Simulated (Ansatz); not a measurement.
# Mg on Al(111): change of the work function

Aim: the work function of Al(111) at several coverages of Mg (fcc site), and the dipole that each adsorbate carries.

Main program and level: Ansatz 0.2.0; plane-wave DFT, PBE, Ansatz PAW.

## (1) Starting point

The cell holds 4 atoms: 4 Al. Cell: a = 2.864 Å, b = 2.864 Å, c = 25.015 Å, α = 90.0°, β = 90.0°, γ = 60.0°. Vacuum lies along c.

Coordinates:

```cif
data_structure
_symmetry_space_group_name_H-M 'P 1'
_symmetry_Int_Tables_number 1
_cell_length_a 2.8638
_cell_length_b 2.8638
_cell_length_c 25.0148
_cell_angle_alpha 90.000
_cell_angle_beta 90.000
_cell_angle_gamma 60.000
_cell_volume 177.67
loop_
_atom_site_label
_atom_site_type_symbol
_atom_site_fract_x
_atom_site_fract_y
_atom_site_fract_z
_atom_site_occupancy
Al1 Al 0.00000 0.00000 0.35979 1
Al2 Al 0.33333 0.33333 0.45326 1
Al3 Al 0.66667 0.66667 0.54674 1
Al4 Al 0.00000 0.00000 0.64021 1
```

## (2) The clean slab

The bare slab comes first, as the zero from which every change is counted. The two lowest layers are held at bulk places and the upper ones relax. The dipole correction removes the false field that a one-sided slab makes across the periodic vacuum, so each face gets a flat vacuum level of its own.

The input, input.yaml:

```yaml
crystal:
  lattice:
    - [2.8637824638, 0.0, 0.0]
    - [1.4318912319, 2.4801083646, 0.0]
    - [0.0, 0.0, 25.0148057707]
  atoms:
    - { symbol: Al, position: [0.0, 0.0, 0.3597869231] }
    - { symbol: Al, position: [0.3333333333, 0.3333333333, 0.4532623077] }
    - { symbol: Al, position: [0.6666666667, 0.6666666667, 0.5467376923] }
    - { symbol: Al, position: [0.0, 0.0, 0.6402130769] }
kpoints:
  mp_grid: { grid: [12, 12, 1] }
hamiltonian:
  xc: pbe
scf:
  occupations: { method: fermi_dirac, width: 0.1 }
  convergence: { dr2_threshold: 1.0e-08 }
efield:
  axis: 3
  dipole_correction: true
  ramp_position: 0.97
  ramp_width: 0.06
relax:
  f_tol: 0.02
  max_steps: 60
  constraints: [{ sites: [0, 1] }]
output:
  write_potential: true
  write_density: true
  volumetric_format: npy
```

Command:

```
ansatz run input.yaml --threads 2 --pin off --max-ram 4096MiB --backend cpu --events-out ev --progress --plain --runs-dir out
```

Standard output:

```text
Engine: ansatz 0.2.0, aarch64-unknown-linux-gnu
Pseudopotentials: kind: paw
Pseudopotential: Al, paw, valence charge 3, recommended cutoff 420 eV (normal), Al.paw.azcp
Functional definition: PBE
  parameter kappa = 0.804
  parameter beta = 0.066725
  exchange = pbe_x(kappa = kappa, mu = beta*pi^2/3)
  correlation = pbe_c(beta = beta)
Crystal: 4 atoms, lattice volume = 177.667 Å³
Basis set: ecut = 420 eV, 3467 PW (Γ), exchange–correlation on 40×40×360 points (8 copies of the dense FFT grid, shifted against one another)
Bands: 10, of which v1, the nominal top of the filled ones, is band 6 counted from 1 (5 counted from 0)
Symmetry: 6 space group operations
k-points: 19 of 144 (time reversal used)
Non-local potential: Al, projectors of the file, l = 0: 2, l = 1: 2, l = 2: 1
PAW form: soft (Blöchl's): semilocal exchange-correlation on the pseudo side does not see the compensation charge
PAW one-centre angular grid: Al, 110 points (default); XC on 64 Gauss nodes
Initial density: superposition of atomic densities (neutral atoms: chi_scale 0, normalization atom), corrected by the library's trained network
Initial wavefunctions: pseudopotential atomic-orbital guess
Functional: x = pbe(κ = 0.804, μ = 0.219515), c = pbe(β = 0.066725)
SCF iter   1: F=—  HF=-2149.281065 eV  |F-HF|=—  |Δ(HF+E_count)|=         —  Δρ=1.37e-3  dr2=4.13e-2  ethr=1.77e-3  p=-0.000 e·Å  D=-1.79e-14 V/Å  ΔV_dip=0.00 eV  dr2_dipole=1.23e-6  V_vac-E_F(+/−)=3.96/3.96 eV  ⟨swp⟩=8.2  Hψ=1709  notcnv=0
efield: sawtooth ramp at fractional position 0.9700 (set: `efield.ramp_position`, or a place that a band, a saddle search or an elastic batch's reference lends), width 0.0600; the density the first Hamiltonian is built on has a dipole p = -0.000 e·Å; the dipole correction subtracts the counter field D = -1.79e-14 V/Å, which shifts the + side's vacuum level by +0.00 eV against the − side's; the planar-averaged density in the ramp window peaks in size at 6.8e-6 e/Å³
preconditioner: auto → LDOS  [metal: Δε(μ)=0.035 eV  Ē_g=6.481 eV  σ=0.100 eV  W_gap=0.09  n_scr=12 (ndim 8)  ℏωp=9.7 eV  f_vac=0.517  D(μ)=1.93/eV (n_scr^D=10)  β→1.0]
SCF iter   2: F=—  HF=-2149.278663 eV  |F-HF|=—  |Δ(HF+E_count)|=   2.40e-3  Δρ=4.15e-4  dr2=5.50e-4  ethr=3.44e-4  p=-0.000 e·Å  D=-2.16e-5 V/Å  ΔV_dip=0.00 eV  dr2_dipole=9.75e-7  V_vac-E_F(+/−)=4.05/4.05 eV  ⟨swp⟩=1.4  Hψ=364  notcnv=0
SCF iter   3: F=—  HF=-2149.278781 eV  |F-HF|=—  |Δ(HF+E_count)|=   1.18e-4  Δρ=1.46e-4  dr2=1.74e-4  ethr=4.59e-6  p=-0.000 e·Å  D=-1.14e-5 V/Å  ΔV_dip=0.00 eV  dr2_dipole=2.68e-9  V_vac-E_F(+/−)=4.05/4.05 eV  ⟨swp⟩=2.3  Hψ=349  notcnv=0
SCF iter   4: F=—  HF=-2149.278775 eV  |F-HF|=—  |Δ(HF+E_count)|=   6.25e-6  Δρ=2.72e-5  dr2=6.01e-6  ethr=1.45e-6  p=-0.000 e·Å  D=-4.98e-6 V/Å  ΔV_dip=0.00 eV  dr2_dipole=2.20e-9  V_vac-E_F(+/−)=4.05/4.05 eV  ⟨swp⟩=2.6  Hψ=311  notcnv=0
SCF iter   5: F=—  HF=-2149.278723 eV  |F-HF|=—  |Δ(HF+E_count)|=   5.25e-5  Δρ=8.22e-6  dr2=2.22e-7  ethr=5.01e-8  p=-0.000 e·Å  D=-2.02e-6 V/Å  ΔV_dip=0.00 eV  dr2_dipole=6.48e-11  V_vac-E_F(+/−)=4.05/4.05 eV  ⟨swp⟩=2.3  Hψ=315  notcnv=0
SCF iter   6: F=—  HF=-2149.278723 eV  |F-HF|=—  |Δ(HF+E_count)|=   3.20e-7  Δρ=1.90e-6  dr2=2.67e-8  ethr=1.85e-9  p=-0.000 e·Å  D=-6.66e-7 V/Å  ΔV_dip=0.00 eV  dr2_dipole=4.13e-15  V_vac-E_F(+/−)=4.05/4.05 eV  ⟨swp⟩=2.4  Hψ=314  notcnv=0
SCF iter   7: F=-2149.278723 eV  HF=-2149.278723 eV  |F-HF|=4.15e-9  |Δ(HF+E_count)|=   1.70e-8  Δρ=3.92e-7  dr2=9.37e-10  ethr=8.33e-11  p=-0.000 e·Å  D=-7.30e-8 V/Å  ΔV_dip=0.00 eV  dr2_dipole=1.46e-13  V_vac-E_F(+/−)=4.05/4.05 eV  ⟨swp⟩=9.1  Hψ=1233  notcnv=0
SCF 1 converged in 7 iterations: F = -2149.278723 eV  dr2 = 9.37e-10
  greatest PAW one-centre occupation: 0.462 electrons in one spin orbital (limit 2), on the Al atom at site 0 (counted from 0), in its partial waves of l = 0
relax step   1: F+E_penalty+E_count = -2149.27872285 eV  Δ(F+E_penalty+E_count) = +0.000e0 eV  max|allowed force component| = 1.320e-1 eV/Å  Δτ_max = 0.0000 Å  (7 SCF iters, accepted)
Initial density: handed on by an earlier stage of this run
Initial wavefunctions: those handed on with the density
iter 1 solved again at ethr=3.27e-4 eV; its pass at ethr=3.10e-3 eV (dr2=3.92e-2 eV) is discarded
SCF iter   1: F=—  HF=-2149.285072 eV  |F-HF|=—  |Δ(HF+E_count)|=         —  Δρ=1.34e-3  dr2=3.83e-2  ethr=3.27e-4  p=-0.000 e·Å  D=-7.52e-8 V/Å  ΔV_dip=0.00 eV  dr2_dipole=4.72e-3  V_vac-E_F(+/−)=4.05/4.05 eV  ⟨swp⟩=1.2  Hψ=1170  notcnv=0
efield: sawtooth ramp at fractional position 0.9700 (set: `efield.ramp_position`, or a place that a band, a saddle search or an elastic batch's reference lends), width 0.0600; the density the first Hamiltonian is built on has a dipole p = -0.000 e·Å; the dipole correction subtracts the counter field D = -7.52e-8 V/Å, which shifts the + side's vacuum level by +0.00 eV against the − side's; the planar-averaged density in the ramp window peaks in size at 1.7e-7 e/Å³
preconditioner: auto → LDOS  [metal: Δε(μ)=0.063 eV  Ē_g=6.503 eV  σ=0.100 eV  W_gap=0.15  n_scr=12 (ndim 8)  ℏωp=9.7 eV  f_vac=0.521  D(μ)=1.95/eV (n_scr^D=10)  β→1.0]
SCF iter   2: F=—  HF=-2149.281980 eV  |F-HF|=—  |Δ(HF+E_count)|=   3.09e-3  Δρ=4.25e-4  dr2=1.25e-3  ethr=3.19e-4  p=0.000 e·Å  D=1.82e-7 V/Å  ΔV_dip=-0.00 eV  dr2_dipole=2.59e-4  V_vac-E_F(+/−)=4.03/4.03 eV  ⟨swp⟩=2.1  Hψ=258  notcnv=0
SCF iter   3: F=—  HF=-2149.281849 eV  |F-HF|=—  |Δ(HF+E_count)|=   1.31e-4  Δρ=1.92e-4  dr2=2.96e-4  ethr=1.04e-5  p=0.000 e·Å  D=6.48e-5 V/Å  ΔV_dip=-0.00 eV  dr2_dipole=1.61e-6  V_vac-E_F(+/−)=4.02/4.02 eV  ⟨swp⟩=2.4  Hψ=337  notcnv=0
SCF iter   4: F=—  HF=-2149.281822 eV  |F-HF|=—  |Δ(HF+E_count)|=   2.67e-5  Δρ=2.12e-5  dr2=3.32e-6  ethr=2.46e-6  p=0.000 e·Å  D=8.41e-5 V/Å  ΔV_dip=-0.00 eV  dr2_dipole=8.88e-8  V_vac-E_F(+/−)=4.02/4.02 eV  ⟨swp⟩=2.3  Hψ=272  notcnv=0
SCF iter   5: F=—  HF=-2149.281817 eV  |F-HF|=—  |Δ(HF+E_count)|=   5.30e-6  Δρ=7.09e-6  dr2=1.97e-7  ethr=2.77e-8  p=0.000 e·Å  D=7.28e-5 V/Å  ΔV_dip=-0.00 eV  dr2_dipole=1.99e-8  V_vac-E_F(+/−)=4.02/4.02 eV  ⟨swp⟩=2.4  Hψ=343  notcnv=0
SCF iter   6: F=—  HF=-2149.281817 eV  |F-HF|=—  |Δ(HF+E_count)|=   1.41e-7  Δρ=1.36e-6  dr2=1.11e-8  ethr=1.64e-9  p=0.000 e·Å  D=6.54e-5 V/Å  ΔV_dip=-0.00 eV  dr2_dipole=2.37e-11  V_vac-E_F(+/−)=4.02/4.02 eV  ⟨swp⟩=2.5  Hψ=297  notcnv=0
SCF iter   7: F=-2149.281817 eV  HF=-2149.281817 eV  |F-HF|=2.26e-9  |Δ(HF+E_count)|=   5.33e-9  Δρ=3.42e-7  dr2=9.00e-10  ethr=8.33e-11  p=0.000 e·Å  D=6.31e-5 V/Å  ΔV_dip=-0.00 eV  dr2_dipole=5.33e-14  V_vac-E_F(+/−)=4.02/4.02 eV  ⟨swp⟩=9.1  Hψ=1236  notcnv=0
SCF 2 converged in 7 iterations: F = -2149.281817 eV  dr2 = 9.00e-10
  greatest PAW one-centre occupation: 0.463 electrons in one spin orbital (limit 2), on the Al atom at site 3 (counted from 0), in its partial waves of l = 0
relax step   2: F+E_penalty+E_count = -2149.28181683 eV  Δ(F+E_penalty+E_count) = -3.094e-3 eV  max|allowed force component| = 5.697e-2 eV/Å  Δτ_max = 0.0619 Å  (7 SCF iters, accepted)
SCF iter   1: F=—  HF=-2149.282212 eV  |F-HF|=—  |Δ(HF+E_count)|=         —  Δρ=2.15e-4  dr2=1.06e-3  ethr=4.10e-5  p=0.000 e·Å  D=6.31e-5 V/Å  ΔV_dip=-0.00 eV  dr2_dipole=1.83e-4  V_vac-E_F(+/−)=4.02/4.02 eV  ⟨swp⟩=2.3  Hψ=665  notcnv=0
efield: sawtooth ramp at fractional position 0.9700 (set: `efield.ramp_position`, or a place that a band, a saddle search or an elastic batch's reference lends), width 0.0600; the density the first Hamiltonian is built on has a dipole p = 0.000 e·Å; the dipole correction subtracts the counter field D = 6.31e-5 V/Å, which shifts the + side's vacuum level by -0.00 eV against the − side's; the planar-averaged density in the ramp window peaks in size at 5.2e-8 e/Å³
preconditioner: auto → LDOS  [metal: Δε(μ)=0.068 eV  Ē_g=6.492 eV  σ=0.100 eV  W_gap=0.16  n_scr=12 (ndim 8)  ℏωp=9.7 eV  f_vac=0.520  D(μ)=1.91/eV (n_scr^D=10)  β→1.0]
SCF iter   2: F=—  HF=-2149.282106 eV  |F-HF|=—  |Δ(HF+E_count)|=   1.05e-4  Δρ=1.28e-4  dr2=8.40e-5  ethr=8.82e-6  p=0.000 e·Å  D=7.97e-5 V/Å  ΔV_dip=-0.00 eV  dr2_dipole=8.18e-7  V_vac-E_F(+/−)=4.02/4.02 eV  ⟨swp⟩=1.6  Hψ=363  notcnv=0
SCF iter   3: F=—  HF=-2149.282096 eV  |F-HF|=—  |Δ(HF+E_count)|=   1.06e-5  Δρ=2.29e-5  dr2=9.96e-6  ethr=7.00e-7  p=-0.000 e·Å  D=-1.38e-5 V/Å  ΔV_dip=0.00 eV  dr2_dipole=1.95e-6  V_vac-E_F(+/−)=4.02/4.02 eV  ⟨swp⟩=2.7  Hψ=381  notcnv=0
SCF iter   4: F=—  HF=-2149.282096 eV  |F-HF|=—  |Δ(HF+E_count)|=   1.92e-7  Δρ=5.61e-6  dr2=6.74e-7  ethr=8.30e-8  p=-0.000 e·Å  D=-3.55e-5 V/Å  ΔV_dip=0.00 eV  dr2_dipole=1.17e-7  V_vac-E_F(+/−)=4.02/4.02 eV  ⟨swp⟩=1.4  Hψ=224  notcnv=0
SCF iter   5: F=-2149.282096 eV  HF=-2149.282096 eV  |F-HF|=7.79e-9  |Δ(HF+E_count)|=   4.76e-8  Δρ=9.72e-7  dr2=3.57e-9  ethr=8.33e-11  p=-0.000 e·Å  D=-4.17e-5 V/Å  ΔV_dip=0.00 eV  dr2_dipole=4.91e-10  V_vac-E_F(+/−)=4.02/4.02 eV  ⟨swp⟩=8.5  Hψ=1456  notcnv=0
SCF 3 converged in 5 iterations: F = -2149.282096 eV  dr2 = 3.57e-9
  greatest PAW one-centre occupation: 0.463 electrons in one spin orbital (limit 2), on the Al atom at site 0 (counted from 0), in its partial waves of l = 0
relax step   3: F+E_penalty+E_count = -2149.28209604 eV  Δ(F+E_penalty+E_count) = -2.792e-4 eV  max|allowed force component| = 2.389e-3 eV/Å  Δτ_max = 0.0093 Å  (5 SCF iters, accepted)
NSCF: frozen V_eff on 19 k-points
the band table was solved once a step of the walk had ended and its energy, with any forces and stress, was formed, with the checks that follow a solve (2035 applications of the Hamiltonian). They found nothing against the state; the energy, forces and stress were not computed again (output.eigenvalues in the input reference)
WARN: The input density's exchange-correlation potential varies sharply where the density is thin. Do not read a vacuum level from v_tot or v_xc, or from such a field of the output density. On a cell that repeats whose density bears no net charge and no dipole along the vacuum's axis use v_es (v_loc + v_h of the components); under efield.dipole_correction with no amplitude use v_es + v_field, which holds any external [...]
SCF converged after 5 iterations
Free energy (F): -2149.282096 eV
Harris-Foulkes:  -2149.282096 eV  (|F-HF|=7.79e-9)
Internal energy: -2149.219587 eV  (E = F + TS)
E sigma→0 (E₀):  -2149.250841 eV
Entropy (-TS):   -0.062509 eV (-15.627 meV/atom)
Fermi energy:    0.479266 eV
Dipole field:    D = -0.000073 V/Å  (p = -0.000072 e·Å, saw-weighted, corrected)
Work function:   Φ+ = 4.0205 eV   Φ− = 4.0187 eV
Levels:          The Fermi level and band energies are counted from a zero that moves with the ramp; work functions are not
--- Per-component energies (eV) ---
  E_band       = -44.413710
  E_kinetic    = 87.546440
  E_local      = -3014.590194  (includes V_loc(G=0)·N_el)
  E_nonlocal   = 41.703702
  E_hartree    = 1484.218628
  E_xc         = -156.809171
  E_vxc        = -112.957825  (∫ρ·V_xc dr)
  E_paw        = -1869.225999  (= ΣΔE_a)
  E_vpaw       = -14.554873  (= ΣTr[D̂ρ^β])
  E_aug_tail   = -0.000009  (compensation charges beyond the density's cutoff)
  E_efield     = 0.000000  (sawtooth field / dipole correction)
  E_vefield    = -0.000024  (∫n·V_field dr)
  E_ewald      = 1277.937017
  E_smearing   = -0.062509  (= −TS)
  E_closure    = -0.000000  (closes the sum)
  Σ components = -2149.282096   (vs F -2149.282096, Δ=0.00e0)
--- Forces (eV/Å), atoms counted from 1 ---
  atom   1  Al    -0.00000000     0.00000000     0.01001900
  atom   2  Al    -0.00000000     0.00000000    -0.01099822
  atom   3  Al     0.00000000    -0.00000000    -0.00139935
  atom   4  Al    -0.00000000    -0.00000000     0.00238930
  max |Σ_I F_I| component: 1.07e-5 eV/Å
--- Band table (eV; the first three rows and the last of 19) ---
  k-point 0: bands = ["-10.3221", "-9.2285", "-7.6200", "-5.3461", "-2.8883", "0.0394", "2.5925", "4.0136", "4.4355", "5.4494"]
  k-point 1: bands = ["-10.1555", "-9.0628", "-7.4556", "-5.1818", "-2.7320", "0.1950", "2.7478", "4.1769", "4.6017", "5.6108"]
  k-point 2: bands = ["-9.6568", "-8.5668", "-6.9634", "-4.6912", "-2.2635", "0.6555", "3.1920", "4.6420", "5.0801", "5.6506"]
  k-point 18: bands = ["-2.6054", "-2.5276", "-2.5272", "-1.6010", "-1.5972", "-1.4746", "-0.1635", "-0.1632", "0.8321", "2.3628"]
--- Relaxed structure (3 steps of the walk, 3 accepted, 0 SCFs on fresh bases) ---
  F+E_penalty+E_count = -2149.28209604 eV   max|allowed force component| = 2.389e-3 eV/Å
  atoms:
    - { symbol: Al, position: [0.0, 0.0, 0.3597869231] }
    - { symbol: Al, position: [0.333333, 0.333333, 0.453262] }
    - { symbol: Al, position: [0.666667, 0.666667, 0.544636] }
    - { symbol: Al, position: [0, 0, 0.637923] }
```

Run time: 5.3 s. Hardware: 2 threads of Arm Neoverse V1, shared host; peak memory 0.35 GiB; 10 s of CPU time.

Step by step:

```
step  energy less that of the first step (eV)  largest force component (eV/Å)
   1                                   0.0000                          0.1320
   2                                  -0.0031                          0.0570
   3                                  -0.0034                          0.0024
```

The run keeps the 6 symmetry operations that the program found, so distortions that break them were not tested.

The atoms that moved most (Å):

```
atom     dx     dy      dz  length
 Al4  0.000  0.000  -0.057   0.057
 Al3  0.000  0.000  -0.053   0.053
```

The relaxed structure:

```cif
data_structure
_symmetry_space_group_name_H-M 'P 1'
_symmetry_Int_Tables_number 1
_cell_length_a 2.8638
_cell_length_b 2.8638
_cell_length_c 25.0148
_cell_angle_alpha 90.000
_cell_angle_beta 90.000
_cell_angle_gamma 60.000
_cell_volume 177.67
loop_
_atom_site_label
_atom_site_type_symbol
_atom_site_fract_x
_atom_site_fract_y
_atom_site_fract_z
_atom_site_occupancy
Al1 Al 0.00000 0.00000 0.35979 1
Al2 Al 0.33333 0.33333 0.45326 1
Al3 Al 0.66667 0.66667 0.54464 1
Al4 Al 0.00000 0.00000 0.63792 1
```

Numbers from this step:

| Item | Value |
| --- | --- |
| energy at zero smearing | -2149.2508 eV |
| work function, upper face | 4.021 eV |
| dipole along the normal | -7.20e-5 e·Å |

Running mean over 2.338 Å of the planar mean; the ramp of the sawtooth is left out. The electron's electrostatic potential energy less the Fermi level by z:

```
z (Å)  electron's electrostatic potential energy less the Fermi level (eV)
  3.5                                                                 4.02
  4.0                                                                 4.02
  4.5                                                                 4.02
  5.0                                                                 4.01
  5.5                                                                 3.99
  6.0                                                                 3.92
  6.5                                                                 3.69
  7.0                                                                 2.91
  7.5                                                                0.996
  8.0                                                                -1.37
  8.5                                                                -3.48
  9.0                                                                -4.40
  9.5                                                                -4.56
 10.0                                                                -4.58
 10.5                                                                -4.60
 11.0                                                                -4.61
 11.5                                                                -4.65
 12.0                                                                -4.78
 12.5                                                                -4.81
 13.0                                                                -4.77
 13.5                                                                -4.65
 14.0                                                                -4.62
 14.5                                                                -4.62
 15.0                                                                -4.59
 15.5                                                                -4.56
 16.0                                                                -4.37
 16.5                                                                -3.33
 17.0                                                                -1.17
 17.5                                                                 1.19
 18.0                                                                 3.02
 18.5                                                                 3.72
 19.0                                                                 3.93
 19.5                                                                 3.99
 20.0                                                                 4.01
 20.5                                                                 4.02
 21.0                                                                 4.02
 21.5                                                                 4.02
```

The relaxation took 3 steps and lowered the energy by 0.0034 eV; the largest force on the free atoms ends at 0.0024 eV/Å.

The work function of the upper face is 4.02 eV.

(Continued in part 2 of 4.)

[Long decimals in the printed logs are rounded to 6 places.]

[Logs are printed without paths, hosts, clocks, repeated set-up lines and the standing remarks that a program may print on its own settings, such as how far it seeks lower states.]

[Hosts, paths, dates, database ids (printed as entryN), source tags and the programs' standing remarks are cut or masked in the printed files.]

[Maps of the electrostatic potential energy from Ansatz leave out the sawtooth potential of an applied field or a dipole correction, so their vacuum need not be flat; planar profiles and work functions include it.]
